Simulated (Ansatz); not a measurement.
# How fast states decay through LiCdCl3, part 3 of 3

Wanted: the relaxed cell of LiCdCl3, its band edges and its decay constants. It is built by putting Cl for F, Li for K in the KCdF3 structure of space group Pm-3m, with the volume rescaled by atomic radii. The parent structure comes from the Materials Project.

Ansatz 0.2.0; PBEsol DFT, plane waves, PAW files (the session's first sound run).

So far, gap on path (eV): step 3 (band edges) 1.78.

The structure was built from a prototype and need not be the compound's stable phase.

## (7) Band edges at another level, cutoff 1387.78 eV

This step: PBEsol DFT, plane waves, norm-conserving files (Ansatz 0.2.0).

The edges again with norm-conserving files, at the same atoms. Against that run the cutoff is 1388 eV against 420.

Contents of input.yaml:

```yaml
crystal:
  lattice:
    - [5.1104894139, 0.0, 0.0]
    - [0.0, 5.1104894139, 0.0]
    - [0.0, 0.0, 5.1104894139]
  atoms:
    - { symbol: Li, position: [0.0, 0.0, 0.0] }
    - { symbol: Cd, position: [0.5, 0.5, 0.5] }
    - { symbol: Cl, position: [0.0, 0.5, 0.5] }
    - { symbol: Cl, position: [0.5, 0.0, 0.5] }
    - { symbol: Cl, position: [0.5, 0.5, 0.0] }
kpoints:
  mp_grid: { grid: [6, 6, 6] }
  band_path: { path: [VBM, CBM], npoints: 30 }
scf:
  occupations: { method: fixed }
hamiltonian:
  xc: pbesol
  pseudopotentials: { kind: nc }
output:
  eigenvalues: true
```

Launch:

```console
ansatz run input.yaml --threads 2 --pin off --max-ram 4096MiB --backend cpu --events-out ev --progress --plain --runs-dir out
```

Numbers of over 12 decimals in the logs are rounded to 6 here.

The log of the run:

```text
[...]
Crystal: 5 atoms, lattice volume = 133.471 Å³
Basis set: ecut = 1387.780699 eV, 15515 PW (Γ)
Bands: 27, of which v1, the nominal top of the filled ones, is band 22 counted from 1 (21 counted from 0)
Symmetry: 48 space group operations
[...]
k-points: 20 of 216
[...]
SCF iter   1: F=—  HF=-6305.705717 eV  |F-HF|=—  |Δ(HF+E_count)|=         —  Δρ=7.00e-2  dr2=6.47e0  ethr=3.10e-3  ⟨swp⟩=5.3  Hψ=2715  notcnv=0  defer=51
[...]
SCF iter   8: F=-6303.143523 eV  HF=-6303.143523 eV  |F-HF|=1.20e-7  |Δ(HF+E_count)|=   1.41e-7  Δρ=1.13e-5  dr2=7.78e-8  ethr=2.27e-10  ⟨swp⟩=12.1  Hψ=3463  notcnv=0
SCF 1 converged in 8 iterations: F = -6303.143523 eV  dr2 = 7.78e-8
[...]
SCF converged after 8 iterations
Free energy (F): -6303.143523 eV
[...]
Internal energy: -6303.143523 eV  (E = F + TS)
E sigma→0 (E₀):  -6303.143523 eV
Fermi energy:    2.269752 eV
[...]
--- Band table (eV; the first three rows and the last of 20) ---
  k-point 0: bands = [... 18 lower, 1.2099, 1.3345, 1.3345, 1.3345, 4.0524, 5.8438, 10.0863, 10.0863, ... 1 higher]
  k-point 1: bands = [... 18 lower, 1.1840, 1.1840, 1.3140, 1.3140, 4.6388, 6.0974, 9.3625, 10.0759, ... 1 higher]
  k-point 2: bands = [... 18 lower, 1.0932, 1.0932, 1.3036, 1.3036, 5.9554, 6.7469, 8.4858, 9.6810, ... 1 higher]
  k-point 19: bands = [... 18 lower, 1.8835, 1.8835, 2.2698, 2.2698, 6.6919, 8.5067, 8.5067, 8.5067, ... 1 higher]
```

Wall time 30 s (2 threads of Arm Neoverse V1, shared host); peak memory 0.75 GiB.

Numbers from this step:

| Property | Result |
| --- | --- |
| free energy | -6303.1435 eV |
| Fermi energy | 2.270 eV |
| gap on the k-mesh | 1.783 eV |
| gap on path | 1.783 eV, by band count; negative where bands overlap |
| direct gap on path | 2.718 eV |

The electronic bands at the labelled points (eV, zero at the Fermi level (highest filled level under fixed occupations); v1 is the highest filled band, c1 the lowest empty one):

```tsv
point	v4	v3	v2	v1	c1	c2	c3	c4
VBM	-0.39	-0.39	0.00	0.00	4.42	6.24	6.24	6.24
halfway	-1.44	-0.74	-0.62	-0.62	4.22	4.91	6.14	7.17
CBM	-1.06	-0.94	-0.94	-0.94	1.78	3.57	7.82	7.82
```

The searched edges give 1.78 eV, as on the mesh.

## (8) Complex bands at another level

This step: PBEsol DFT, plane waves, norm-conserving files; complex bands by layer matching along the plane's normal (Ansatz 0.2.0).

The complex bands at that level, over its own gap, at (0, 0) and (-0.5, -0.5).

Changes to input.yaml since step 7:

```diff
@@ -2,5 +2,5 @@
   lattice:
-    - [5.1104894139, 0.0, 0.0]
-    - [0.0, 5.1104894139, 0.0]
-    - [0.0, 0.0, 5.1104894139]
+    - [5.110489414, 0.0, 0.0]
+    - [0.0, 5.110489414, 0.0]
+    - [0.0, 0.0, 5.110489414]
   atoms:
@@ -13,3 +13,2 @@
   mp_grid: { grid: [6, 6, 6] }
-  band_path: { path: [VBM, CBM], npoints: 30 }
 scf:
@@ -21 +20,6 @@
   eigenvalues: true
+  transmission:
+    leads: [[0, 0]]
+    kpoints: [[0.0, 0.0], [-0.5, -0.5]]
+    e_range: [-1.0, 2.78]
+    de: 0.08
```

The log of the run:

```text
Engine: ansatz 0.2.0, aarch64-unknown-linux-gnu
Pseudopotentials: kind: nc
Pseudopotential: Li, nc, valence charge 3, recommended cutoff 1006.821291 eV (normal), Li.nc.azcp (PseudoDojo's, or run here from an input of PseudoDojo's: the run reads no file of this project's for it)
Pseudopotential: Cd, nc, valence charge 20, recommended cutoff 1387.780699 eV (normal), Cd.nc.azcp (PseudoDojo's, or run here from an input of PseudoDojo's: the run reads no file of this project's for it)
Pseudopotential: Cl, nc, valence charge 7, recommended cutoff 789.130201 eV (normal), Cl.nc.azcp (PseudoDojo's, or run here from an input of PseudoDojo's: the run reads no file of this project's for it)
Functional definition: PBEsol
  exchange = pbesol_x
  correlation = pbesol_c
Error: memory limit exceeded: the `transmission` phase of `transmission` needs 4.72 GiB against the run's memory maximum of 4.00 GiB; largest carriers: transmission 4.37 GiB, unmodelled-tail allowance 0.30 GiB, source scf tables 0.04 GiB, source scf state 0.00 GiB; the layers of output.transmission grow with the square of the cell's cross-section: a lower cutoff or a narrower output.transmission.e_range takes less, and so, most of all in a narrow cell, does a wider de; where no e_range is typed, a fill by count is planned with a gap of 40 thermal energies
with nothing else changed it takes a maximum of at least 4.72 GiB, with nothing to spare, and 5.19 GiB leaves up to a tenth: --max-ram 5.19GiB where that set the maximum, else more of the term that did, and with no share typed, where 5.19 GiB is over 0.88 of the host's memory or its container's limit, a share of 0.88 or more that holds the maximum too (--max-ram-frac F), where one does; The budget is ten elevenths of [...]
`transmission` follows the SCF: where the deck gives it k-points, a mesh or a band count of its own, those are what to reduce (not on a resume, whose deck is fixed)
```

Wall time 0.17 s (2 threads); peak memory 0.18 GiB.

The input was rejected at the start.

The program's message: “Error: memory limit exceeded: the `transmission` phase of `transmission` needs 4.72 GiB against the run's memory maximum of 4.00 GiB; largest carriers: transmission 4.37 GiB, unmodelled-tail allowance …”

## (9) Outcome

| Item | Value |
| --- | --- |
| band gap | 1.78 eV |
| least decay constant at mid-gap, normal to (001) | 0.212 Å⁻¹ |
| least decay constant at mid-gap, normal to (111) | 0.205 Å⁻¹ |
| least decay constant on a mesh, normal to (001) | 0.215 Å⁻¹ |

**Reading.** With PBEsol, the slowest decay at the wavevectors tried is κ = 0.205 Å⁻¹, normal to (111). Through such a film the transmission near mid-gap falls as exp(−2κd), a factor of ten every 5.6 Å. The directions tried decay at nearly the same rate. A free electron under a barrier of half the gap would need a mass of 0.18 mₑ to decay at this rate. The compound is made up by substitution; its stability against other phases and against distortions of the cell's symmetry was not tested. A semilocal functional narrows gaps, so real decay constants are likely larger.

[Logs are printed without paths, hosts, clocks, repeated set-up lines and the standing remarks that a program may print on its own settings, such as how far it seeks lower states.]

[Hosts, paths, dates, database ids (printed as entryN), source tags and the programs' standing remarks are cut or masked in the printed files.]
